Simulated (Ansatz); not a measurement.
# What PtC (model cell, started as CsCl type) distorts into, part 3 of 3

Which phase does PtC (model cell, started as CsCl type) fall into along its unstable mode, and how much energy does it gain?

Ansatz 0.2.0; DFT PBEsol, scalar-relativistic, plane waves, PAW.

So far. Step 4 (The mode frozen in, largest atomic shift 0.6 Å): The run ends at a pressure of 25.59 GPa, with forces up to 0.13 eV/Å. Step 5 (Energy along the mode, all amplitudes (two of the runs …): The lowest of the steps tried is the last one, at 0.6 Å, 73.7 meV/atom below the parent; the bottom of the well need not coincide with a step. The relaxed cell has a = 2.949, c = 2.759 Å (conventional setting).

The structure was built from a prototype and need not be the compound's stable phase.

### Step 7. The new phase in its own primitive cell (continued)

Step by step:

| step | energy less that of the first step (eV) | largest force component (eV/Å) | pressure (GPa) | volume (Å³) |
| --- | --- | --- | --- | --- |
| 1 | 0.0000 | 0.0000 | 0.06 | 23.97 |
| 2 | 0.0000 | 0.0000 | -0.14 | 24.01 |
| 3 | 0.0000 | 0.0000 | 0.02 | 23.99 |
| 4 | 0.0000 | 0.0000 | 0.00 | 23.99 |
| 5* | 0.0000 | 0.0000 | 0.01 | 23.99 |

Relaxation steps marked * repeat the geometry before them on a plane-wave basis chosen anew for their cell, so energy and pressure can jump there.

Forces are held to the 16 operations that the run works with; a distortion that breaks them can't arise in this run.

| conventional cell, symmetrised | before | after | change |
| --- | --- | --- | --- |
| a (Å) | 2.949 | 2.949 | -0.0 % |
| b (Å) | 2.949 | 2.949 | -0.0 % |
| c (Å) | 2.755 | 2.759 | +0.1 % |
| volume (Å³/atom) | 11.98 | 12.00 | +0.1 % |

The relaxed structure:

```xyz
2
Lattice="2.9490 0.0000 0.0000 0.0000 2.9490 0.0000 0.0000 0.0000 2.7587" Properties=species:S:1:pos:R:3 pbc="T T T"
Pt    0.0000    0.0000    0.0000
C     1.4745    1.4745    0.0000
```

This step gave:

```
pressure        : 0.005220 GPa
volume per atom : 12.00 Å³
```

The forces vanish by symmetry and the pressure is 0.005 GPa, within the tolerances set. The cell now holds 12.00 Å³/atom.

### Step 8. Modes of the new phase, k-mesh 12×12×14

A relaxed structure may still be a saddle point, so its zone-centre modes are computed. No field response is asked, since the mesh shows no gap.

File input.yaml:

```yaml
crystal:
  lattice:
    - [2.9490432467, 0.0, 0.0]
    - [0.0, 2.9490432467, 0.0]
    - [0.0, 0.0, 2.7587236796]
  atoms:
    - { symbol: Pt, position: [0.0, 0.0, 0.0] }
    - { symbol: C, position: [0.5, 0.5, 0.0] }
kpoints:
  mp_grid: { grid: [12, 12, 14] }
hamiltonian:
  xc: pbesol
scf:
  occupations: { method: methfessel_paxton, width: 0.15 }
output:
  eigenvalues: true
phonons:
  method: dfpt
```

Run with:

```sh
> ansatz run input.yaml --threads 4 --pin off --max-ram 7168MiB --backend cpu --events-out ev --progress --plain --runs-dir out
```

Numbers of over 12 decimals in the logs are rounded to 6 here.

What it wrote:

```text
zone centre: on kpoints.mp_grid the ground state, and the responses unless they are solved on pairs of k-points, stand on 392 of the mesh's 2016 k-points, reduced under 8 symmetry operations, with k and −k counted as one. Each operation leaves every solved displacement unchanged or reverses it
[...]
Crystal: 2 atoms, lattice volume = 23.992 Å³
Basis set: ecut = 420 eV, 461 PW (Γ), exchange–correlation on 40×40×40 points (8 copies of the dense FFT grid, shifted against one another)
Bands: 15, of which v1, the nominal top of the filled ones, is band 11 counted from 1 (10 counted from 0)
Symmetry: 16 space group operations
k-points: 392 of 2016 (irreducible under 8 space group operations)
[...]
SCF iter   1: F=—  HF=-12627.896086 eV  |F-HF|=—  |Δ(HF+E_count)|=         —  Δρ=1.16e-2  dr2=1.74e-2  ethr=1.77e-3  ⟨swp⟩=4.9  Hψ=27109  notcnv=0
[...]
SCF iter   8: F=-12627.890600 eV  HF=-12627.890600 eV  |F-HF|=1.82e-12  |Δ(HF+E_count)|=  2.00e-11  S|Δr|=    0.00e0  Δρ=1.06e-7  dr2=8.59e-13  ethr=1.00e-12  ⟨swp⟩=5.1  Hψ=23381  notcnv=0
SCF 1 converged in 8 iterations: F = -12627.890600 eV  dr2 = 8.59e-13
[...]
DFPT response loops at Γ: preconditioner auto → Kerker (q_TF=auto, 2.689 Å⁻¹) (partly filled bands, converged f_vac=0.000); β = 1.00, the filter's whole step (`scf.mixing.beta` (0.50) is not read by the response loops under this deck's `scf.mixing.preconditioner`; to damp them name `kerker` or `kerker_dos`, under which they read `scf.mixing.beta`, and type it under 1.00, their step now; both keys bind the ground state too); Broyden in place of MSR1
SCF converged after 8 iterations
[...]
Free energy (F): -12627.890600 eV
[...]
Internal energy: -12627.890978 eV  (E = F + TS)
E sigma→0 (E₀):  -12627.890695 eV
Entropy (-TS):   0.000377 eV (0.189 meV/atom)
Fermi energy:    17.475221 eV
[...]
--- Band table (eV; the first three rows and the last of 392) ---
  k-point 0: bands = [... 7 lower, 14.2683, 15.7055, 15.7055, 16.4683, 16.4683, 18.3448, 23.6056, 31.3557]
  k-point 1: bands = [... 7 lower, 14.2778, 15.5598, 15.5598, 16.5508, 16.5508, 18.1222, 23.6297, 31.5945]
  k-point 2: bands = [... 7 lower, 14.3047, 15.2315, 15.2315, 16.7106, 16.7106, 17.5830, 23.6993, 32.0038]
  k-point 391: bands = [... 7 lower, 14.4829, 14.4829, 14.9737, 16.3884, 16.7138, 20.6237, 23.9058, 25.5847]
--- Phonons (Γ-DFPT): 4 representative perturbations + reference, on 392 of 2016 k-points (Σ response iterations 14) ---
  k mesh reduced under 8 symmetry operations, with k and −k counted as one. Each operation leaves every solved displacement unchanged or reverses it
  ASR residual: 2.023e-5 → 0.000e0 eV/Å²; symmetrization residual: 2.913e-6 eV/Å²
  ASR residual per site (eV/Å²): 2.02e-5 1.71e-5
  Γ frequencies (cm⁻¹): -374.40 -374.40 0.00 0.00 0.00 414.93
  non-analytic LO–TO correction: not included (Born effective charges unavailable; polar crystals: no LO–TO splitting at Γ)
```

The job ended after 12 s (4 threads of Arm Neoverse V2, shared host; peak memory 0.65 GiB; 42 s of CPU time).

Numbers from this step:

```yaml
sum_rule_residual_before_enforcement: 2.02e-5 eV/Å²
point_group: 4/mmm
highest_optical_mode_at_the_zone_centre_no_lo_to_term: 414.9 cm⁻¹
lowest_optical_zone_centre_mode: -374.4 cm⁻¹
```

Patterns of degenerate modes are one choice out of their space. The modes at Γ (shares of kinetic energy by element, %) (negative means imaginary):

| mode | frequency (cm⁻¹) | symmetry | Pt % | C % |
| --- | --- | --- | --- | --- |
| 1 | -374.4 | Eu | 6 | 94 |
| 2 | -374.4 | Eu | 6 | 94 |
| 3 | 0.0 | acoustic | 94 | 6 |
| 4 | 0.0 | acoustic | 94 | 6 |
| 5 | 0.0 | acoustic | 94 | 6 |
| 6 | 414.9 | A2u | 6 | 94 |

Displacements in mode 2 (-374.4 cm⁻¹), the largest set to 1:
```
Pt1  0.00 -0.06  0.00
C2   0.00  1.00  0.00
```

Displacements in mode 6 (414.9 cm⁻¹), the largest set to 1:
```
Pt1  0.00  0.00 -0.06
C2   0.00  0.00  1.00
```

Before it was imposed, the acoustic sum rule was missed by 2.0e-5 eV/Å². Small misses are needed for a sound result but don't prove that mesh and cutoff are converged. The lowest optical mode is imaginary, 374.4i cm⁻¹, so the energy falls along it.

### Step 9. Results

| Item | Value |
| --- | --- |
| unstable mode of the parent | q = (0, 0, 0), 274i cm⁻¹ |
| depth at the lowest point sampled | 73.7 meV/atom |
| largest atomic shift at that point | 0.6 Å |
| space group reached (within 0.01 Å) | P4/mmm |
| energy gained over the parent (first relaxation, on the mesh of the frozen mode) | 617 meV/atom |
| volume per atom, phase reached | 12.0 Å³ |
| lowest optical zone-centre mode, phase reached | -374 cm⁻¹ |
| highest optical mode at the zone centre (no LO-TO term), phase reached | 415 cm⁻¹ |

In words: Along this mode the structure falls into P4/mmm, 617 meV/atom below the parent. At the parent's cell the well is 73.73 meV/atom deep on the steps tried, with its lowest point at a shift of 0.6 Å. That is the last step tried, so the steps alone don't bracket the bottom of the well. Relaxing atoms and cell changes the gain by +543.33 meV/atom against the lowest step (energies at zero smearing). Most of the total comes from this relaxation. The new phase still has an imaginary mode at the zone centre of its cell, so it is a saddle point on the way to a lower structure. Of the 4 patterns followed to their end from this parent, this one ends 433 meV/atom above the lowest, F-43m. Each path keeps the symmetry of its pattern, so a lower phase may lie along a pattern not tried. With no gap, or one that is small against the smearing, the frequencies hang on the k mesh and the smearing, most of all near Kohn anomalies. Spin-orbit coupling is left out, which can matter for the heavy elements here. A phonon run warned that its eigensolver left some bands unconverged in a pass. The starting cell was built on a prototype and not taken from a measurement, so the phase need not exist.

[Logs are printed without paths, hosts, clocks, repeated set-up lines and the standing remarks that a program may print on its own settings, such as how far it seeks lower states.]

[Hosts, paths, dates, database ids (printed as entryN), source tags and the programs' standing remarks are cut or masked in the printed files.]
